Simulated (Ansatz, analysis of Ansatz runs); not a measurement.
# Moving an added electron between Ni sites in Ni2P2O7 (C2/m), part 2 of 2

Aim: the energy barrier that a trapped electron meets when it moves from one Ni atom to another one nearby in Ni2P2O7 (C2/m). The model is a cell of 88 host atoms.

Ansatz 0.2.0; plane-wave PAW DFT, PBEsol+U; relaxation of all atoms of a supercell at fixed charge in a uniform background; PAW set soft_1.

So far. Step 3 (The electron on the first site): The largest changes of the moments are 0.78 μB on Ni24, 0.02 μB on O30 and 0.02 μB on O31. The largest part sits on the chosen site. Step 4 (The electron on the second site): The largest changes of the moments are 0.78 μB on Ni35, 0.02 μB on O41 and 0.02 μB on O42. The largest part sits on the chosen site.

## (5) Points on the line between the two structures (continued)

Electrostatic potential energy in the ac plane at fractional y = 0.657, through the centre, with atoms of Ni and O and P within 0.45 Å of it. With pseudopotentials it is smooth inside the atoms' cores, unlike the true potential.

Ten even steps from '_' (-31 eV) to '@' (14 eV), each cell a mean:
```
%%**..____--%%@@@@@@@@@@@@@@@@%%==______++%%@@@@@@@@@@@@@@
##==::__..++%%@@@@@@@@@@@@@@%%**--____::**%%@@@@@@@@@@@@@@
..__::++**%%@@@@@@@@@@@@@@@@++....--==**%%@@@@@@%%%%@@@@##
____==%%%%@@@@@@%%**++++##%%==....**%%%%@@@@%%**++++**%%++
====%%@@@@@@@@%%++==**==++%%**==**@@@@@@@@@@##--++++--####
@@@@@@@@@@@@@@%%==##@@##==%%@@@@@@@@@@@@@@%%++++@@%%--**@@
@@@@@@@@@@@@@@##==**%%++++%%@@@@@@@@@@@@@@%%====%%**==##@@
@@@@@@@@@@####%%++====++%%@@@@@@@@@@@@%%##%%##----==**@@@@
@@@@@@@@==..::##%%%%%%%%@@@@@@@@@@@@##::..==%%%%##%%@@@@@@
@@@@@@##..__..##@@@@@@@@@@@@@@@@@@%%==____==@@@@@@@@@@@@@@
@@%%##++::..++@@@@@@@@@@@@@@@@@@%%**==..--##@@@@@@@@@@@@@@
@@##==....==%%@@@@@@@@@@@@@@@@%%**::__..**%%@@@@@@@@@@@@@@
%%**..____--%%@@@@@@@@@@@@@@@@%%==______++%%@@@@@@@@@@@@@@
##==::__..++%%@@@@@@@@@@@@@@%%**--____::**%%@@@@@@@@@@@@@@
..__::++**%%@@@@@@@@@@@@@@@@++..__--==**%%@@@@@@%%%%@@@@##
____==%%%%@@@@@@%%**++++%%%%--__..**%%%%@@@@%%##++==**%%++
====%%@@@@@@@@%%++==**==++%%##==**@@@@@@@@@@##--++++--####
@@@@@@@@@@@@@@%%==%%@@##==%%@@@@@@@@@@@@@@%%++++@@%%--**@@
@@@@@@@@@@@@@@##==**%%++++@@@@@@@@@@@@@@@@%%====%%++==##@@
@@@@@@@@@@####%%++====++%%@@@@@@@@@@@@##**####======**@@@@
@@@@@@@@==..::##%%%%##%%@@@@@@@@@@@@##::..==%%%%##%%@@@@@@
@@@@@@##::__..##@@@@@@@@@@@@@@@@@@%%==____==@@@@@@@@@@@@@@
@@%%##++::..++@@@@@@@@@@@@@@@@@@%%**==..--##@@@@@@@@@@@@@@
@@##==....==%%@@@@@@@@@@@@@@@@%%**::__::**%%@@@@@@@@@@@@@@
```
Columns run along a (10.4 Å; values clipped at the 3rd and 97th percentile), rows up along c (8.9 Å). Atoms in or near the plane, at fractional coordinates: Ni at (0.35, 0.25), O at (0.19, 0.11), O at (0.04, 0.36), Ni at (0.35, 0.75), O at (0.19, 0.61), O at (0.04, 0.86), Ni at (0.84, 0.25), P at (0.61, 0.45), O at (0.69, 0.11), O at (0.54, 0.36), Ni at (0.84, 0.75), P at (0.61, 0.95), O at (0.69, 0.61), O at (0.54, 0.86).

Valence density in the ac plane at fractional y = 0.657, through the centre, with atoms of Ni and O and P within 0.45 Å of it. It is the smooth field of the valence electrons, not physical close to the nuclei.

Ten steps, logarithmic in the rise over the least value, from '_' (0 e/Å³) to '@' (45 e/Å³), each cell a mean:
```
............__________________............________________
::----::....________________..::--::......______________..
====--::..________________..--====--....______________..::
==++--..__________..::::....--====::..________..::::....--
----::__________::++##++::..::--::..________..==##**--..::
....__________..==%%@@##--........__________::**@@%%++....
______________..--##%%**::________________..::**%%##--..__
________..::::....--==::____________..::::::..--==--..____
______..--====::....________________::====--....__________
______::==++==::__________________..--++++--..____________
____..::--==--..__________________..--==--::______________
____..::::::..__________________....::::::..______________
............__________________............________________
::----::....________________..::--::......______________..
====--::..________________..--====--....________________::
==++--..__________..::......--====::..________..::::....--
----::__________::++##++::..::--::..________..==##**--..::
....__________..==%%@@##--........__________::**@@%%++....
______________..--##%%**::________________..::**%%##--____
________..::::..::--==::____________..::::::..--==--..____
______..--====::......______________::====--......________
______::==++==::__________________..--++++--..____________
____..::--==--..__________________..--==--::______________
____..::::::..__________________....::::::..______________
```
Columns run along a (10.4 Å), rows up along c (8.9 Å). Atoms in or near the plane, at fractional coordinates: Ni at (0.35, 0.25), O at (0.19, 0.11), O at (0.04, 0.36), Ni at (0.35, 0.75), O at (0.19, 0.61), O at (0.04, 0.86), Ni at (0.84, 0.25), P at (0.61, 0.45), O at (0.69, 0.11), O at (0.54, 0.36), Ni at (0.84, 0.75), P at (0.61, 0.95), O at (0.69, 0.61), O at (0.54, 0.86).

Free energies from the first end:

```csv
started from,fraction,energy (eV),moment change on Ni24 (μB),on Ni35 (μB)
first site,0,0.000,0.78,0.00
first site,0.125,0.067,0.78,0.00
first site,0.25,0.222,0.73,0.02
first site,0.375,0.357,0.53,0.19
first site,0.5,0.404,0.36,0.36
first site,0.625,0.358,0.20,0.53
second site,0.875,0.068,0.00,0.78
second site,0.75,0.225,0.03,0.72
second site,0.625,0.358,0.20,0.53
second site,0.5,0.404,0.36,0.36
second site,0.375,0.357,0.53,0.19
shared,0.5,0.404,0.36,0.36
second site,1,0.000,0.00,0.78
```

## (6) Outcome

| Property | Result |
| --- | --- |
| distance of the two sites without the carrier | 4.47 Å |

What this shows: The highest point of the line lies 0.40 eV above the first end, but there the electron is shared along a chain of sites and their images, so this is no barrier of a single pair, which may be higher, and the image-charge term need not cancel. The second site lies about half a repeat away: the first meets it and its image at 4.47 and 4.47 Å, so the cell models a chain, and nothing is concluded on the coupling of a single pair. A shorter hop, 3.08 Å to Ni23 (opposite spin), was not computed. No run compares the localised electron with one spread in the band, so its binding is unknown. The magnetic order was assumed and need not be the ground state. The total moment is locked, so a carrier of the other spin direction was not tried. The program's search for lower electronic states was switched off in all runs, so that each state is followed; none is shown to be the lowest at its structure. No image-charge correction is applied; it nearly cancels along the line while the charge stays localised. What this leaves open: sampling at the zone centre alone can move energies of charged and open-shell states by tenths of an eV or more in cells of this size; the images are only 8.9 Å apart; gap and trapping depend on the U chosen (Ni d 5.0 eV).

[Logs are printed without paths, hosts, clocks, repeated set-up lines and the standing remarks that a program may print on its own settings, such as how far it seeks lower states.]

[Hosts, paths, dates, database ids (printed as entryN), source tags and the programs' standing remarks are cut or masked in the printed files.]
